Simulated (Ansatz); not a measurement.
# What InH (model cell, started as zinc blende) distorts into, part 3 of 3

Aim: this structure of InH (model cell, started as zinc blende) is to be tested for unstable modes, and one is followed downhill.

Ansatz 0.2.0; DFT PBEsol, scalar-relativistic, plane waves, PAW.

So far. Step 5 (Energy along the mode, all amplitudes (two of the runs …): The lowest of the steps tried is at 0.32 Å, 32.6 meV/atom below the parent; the bottom of the well need not coincide with a step. Step 7 (The new phase in its own primitive cell): The largest force component left is 0.44 meV/Å and the pressure is -0.008 GPa, within the tolerances set. The cell now holds 15.74 Å³/atom. The relaxed cell has a = 3.559, c = 17.214 Å (conventional setting).

The structure was built from a prototype and need not be the compound's stable phase.

## 8. Modes of the new phase

A relaxed structure may still be a saddle point, so its zone-centre modes are computed. No field response is asked, since the mesh shows no gap.

input.yaml reads:

```yaml
crystal:
  lattice:
    - [1.7795285599, 1.0274112931, 5.7378688327]
    - [-1.7795285599, 1.0274112931, 5.7378688327]
    - [0.0, -2.0548225862, 5.7378688327]
  atoms:
    - { symbol: In, position: [0.021111997, 0.021111997, 0.021111997] }
    - { symbol: In, position: [0.5055625891, 0.5055625891, 0.5055625891] }
    - { symbol: H, position: [0.327214151, 0.327214151, 0.327214151] }
    - { symbol: H, position: [0.8961112629, 0.8961112629, 0.8961112629] }
kpoints:
  mp_grid: { grid: [12, 12, 12] }
hamiltonian:
  xc: pbesol
scf:
  occupations: { method: methfessel_paxton, width: 0.15 }
output:
  eigenvalues: true
phonons:
  method: dfpt
```

On the command line:

```bash
ansatz run input.yaml --threads 4 --pin off --max-ram 7168MiB --backend cpu --events-out ev --progress --plain --runs-dir out
```

Numbers of over 12 decimals in the logs are rounded to 6 here.

Log:

```text
[...]
Crystal: 4 atoms, lattice volume = 62.944 Å³
Basis set: ecut = 420 eV, 1219 PW (Γ), exchange–correlation on 90×90×90 points (8 copies of the dense FFT grid, shifted against one another)
Bands: 18, of which v1, the nominal top of the filled ones, is band 14 counted from 1 (13 counted from 0)
Symmetry: 6 space group operations
k-points: 476 of 1728 (irreducible under 2 space group operations, time reversal used)
[...]
SCF iter   1: F=—  HF=-11080.675993 eV  |F-HF|=—  |Δ(HF+E_count)|=         —  Δρ=6.95e-3  dr2=4.50e-2  ethr=1.77e-3  ⟨swp⟩=5.5  Hψ=41206  notcnv=0
[...]
SCF iter  11: F=-11080.659744 eV  HF=-11080.659744 eV  |F-HF|=1.82e-12  |Δ(HF+E_count)|=  7.28e-12  S|Δr|=    0.00e0  Δρ=6.35e-8  dr2=3.39e-12  ethr=1.00e-12  ⟨swp⟩=6.7  Hψ=35035  notcnv=0
SCF 1 converged in 11 iterations: F = -11080.659744 eV  dr2 = 3.39e-12
[...]
DFPT response loops at Γ: preconditioner auto → Kerker (q_TF=auto, 2.384 Å⁻¹) (partly filled bands, converged f_vac=0.000); β = 1.00, the filter's whole step (`scf.mixing.beta` (0.50) is not read by the response loops under this deck's `scf.mixing.preconditioner`; to damp them name `kerker` or `kerker_dos`, under which they read `scf.mixing.beta`, and type it under 1.00, their step now; both keys bind the ground state too); Broyden in place of MSR1
SCF converged after 11 iterations
[...]
Free energy (F): -11080.659744 eV
[...]
Internal energy: -11080.660324 eV  (E = F + TS)
E sigma→0 (E₀):  -11080.659889 eV
Entropy (-TS):   0.000580 eV (0.145 meV/atom)
Fermi energy:    8.492119 eV
[...]
--- Band table (eV; the first three rows and the last of 476) ---
  k-point 0: bands = [... 10 lower, -1.6936, 2.3697, 4.1461, 11.2807, 13.8397, 14.7935, 14.7935, 16.7174]
  k-point 1: bands = [... 10 lower, -1.5772, 2.4305, 4.3047, 10.8751, 13.3776, 14.1852, 14.4637, 15.9606]
  k-point 2: bands = [... 10 lower, -1.2270, 2.6247, 4.7548, 9.6930, 12.2141, 13.1132, 13.7955, 15.0566]
  k-point 475: bands = [... 10 lower, -0.8369, -0.1087, 7.6345, 10.4179, 13.3088, 13.9760, 15.2873, 15.2873]
--- Phonons (Γ-DFPT): 8 representative perturbations + reference, on 476 of 1728 k-points (Σ response iterations 28) ---
  k mesh reduced under 2 symmetry operations, with k and −k counted as one. Each operation leaves every solved perturbation unchanged. A smaller set is not used because it would not reduce the number of displacements times k-points to solve
  ASR residual: 1.824e-5 → 0.000e0 eV/Å²; symmetrization residual: 1.080e-6 eV/Å²
  ASR residual per site (eV/Å²): 1.09e-5 8.99e-6 1.82e-5 1.31e-5
  Γ frequencies (cm⁻¹): 0.00 0.00 0.00 15.28 15.28 106.93 234.55 234.55 278.38 620.53 620.53 745.51
  non-analytic LO–TO correction: not included (Born effective charges unavailable; polar crystals: no LO–TO splitting at Γ)
```

Elapsed: 8 min, on 4 threads of Arm Neoverse N1, shared host; peak memory 2.1 GiB.

This step gave:

- sum-rule residual before enforcement: 1.82e-5 eV/Å²
- point group: 3m
- highest optical mode at the zone centre (no LO-TO term): 745.5 cm⁻¹
- lowest optical zone-centre mode: 15.28 cm⁻¹

Patterns of degenerate modes are one choice out of their space. The modes at Γ (shares of kinetic energy by element, %):

| mode | frequency (cm⁻¹) | symmetry | In % | H % |
| --- | --- | --- | --- | --- |
| 1 | 0.0 | acoustic | 99 | 1 |
| 2 | 0.0 | acoustic | 99 | 1 |
| 3 | 0.0 | acoustic | 99 | 1 |
| 4 | 15.3 | E | 99 | 1 |
| 5 | 15.3 | E | 99 | 1 |
| 6 | 106.9 | A1 | 100 | 0 |
| 7 | 234.6 | E | 1 | 99 |
| 8 | 234.6 | E | 1 | 99 |
| 9 | 278.4 | A1 | 1 | 99 |
| 10 | 620.5 | E | 1 | 99 |
| 11 | 620.5 | E | 1 | 99 |
| 12 | 745.5 | A1 | 0 | 100 |

Displacements in mode 5 (15.3 cm⁻¹), the largest set to 1:
```
In1 -0.74 -0.17  0.00
In2  0.76  0.17  0.00
H3  -1.00 -0.23  0.00
H4  -0.53 -0.12  0.00
```

Displacements in mode 8 (234.6 cm⁻¹), the largest set to 1:
```
In1  0.00 -0.01  0.00
In2  0.00  0.00  0.00
H3  -0.02  0.36  0.00
H4  -0.07  1.00  0.00
```

Before it was imposed, the acoustic sum rule was missed by 1.8e-5 eV/Å². Small misses are needed for a sound result but don't prove that mesh and cutoff are converged. The lowest optical mode is real, 15.3 cm⁻¹.

## 9. The phases reached

The phases reached along the modes that were followed are set side by side.

Energies are those of the first relaxation, on the mesh of the frozen mode; space group, volume and gap are those of the last relaxation. Phases, by row:

| mode frozen in | space group | energy from parent (meV/atom) | volume (Å³/atom) | gap on mesh (eV) | lowest zone-centre optical mode (cm⁻¹) | largest shift (Å) |
| --- | --- | --- | --- | --- | --- | --- |
| parent | F-43m | 0 | 16.42 | 0 | – | – |
| q = (0, -0.5, -0.5), 829i cm⁻¹ | P-4m2 | -68.39 | 17.06 | 0 | -32.9 | 0.557 |
| q = (0, 0, -0.5), 829i cm⁻¹ | R3m | -76.11 | 15.74 | 0 | 15.3 | 0.823 |

## 10. Summary of results

* unstable mode of the parent: q = (0, 0, -0.5), 829i cm⁻¹
* depth at the lowest point sampled: 32.6 meV/atom
* largest atomic shift at that point: 0.32 Å
* space group reached (within 0.01 Å): R3m
* energy gained over the parent (first relaxation, on the mesh of the frozen mode): 76.1 meV/atom
* volume per atom, phase reached: 15.7 Å³
* lowest optical zone-centre mode, phase reached: 15.3 cm⁻¹
* highest optical mode at the zone centre (no LO-TO term), phase reached: 746 cm⁻¹

In words: Along this mode the structure falls into R3m, 76.1 meV/atom below the parent. At the parent's cell the well is 32.57 meV/atom deep on the steps tried, with its lowest point at a shift of 0.32 Å. Relaxing atoms and cell changes the gain by +43.53 meV/atom against the lowest step (energies at zero smearing). The new phase has no imaginary mode at the zone centre of its cell; other wavevectors were not checked. Of the 2 patterns followed to their end from this parent, this one reaches the lowest energy. Each path keeps the symmetry of its pattern, so a lower phase may lie along a pattern not tried. With no gap, or one that is small against the smearing, the frequencies hang on the k mesh and the smearing, most of all near Kohn anomalies. A phonon run warned that its eigensolver left some bands unconverged in a pass. The starting cell was built on a prototype and not taken from a measurement, so the phase need not exist.

[Logs are printed without paths, hosts, clocks, repeated set-up lines and the standing remarks that a program may print on its own settings, such as how far it seeks lower states.]

[Hosts, paths, dates, database ids (printed as entryN), source tags and the programs' standing remarks are cut or masked in the printed files.]
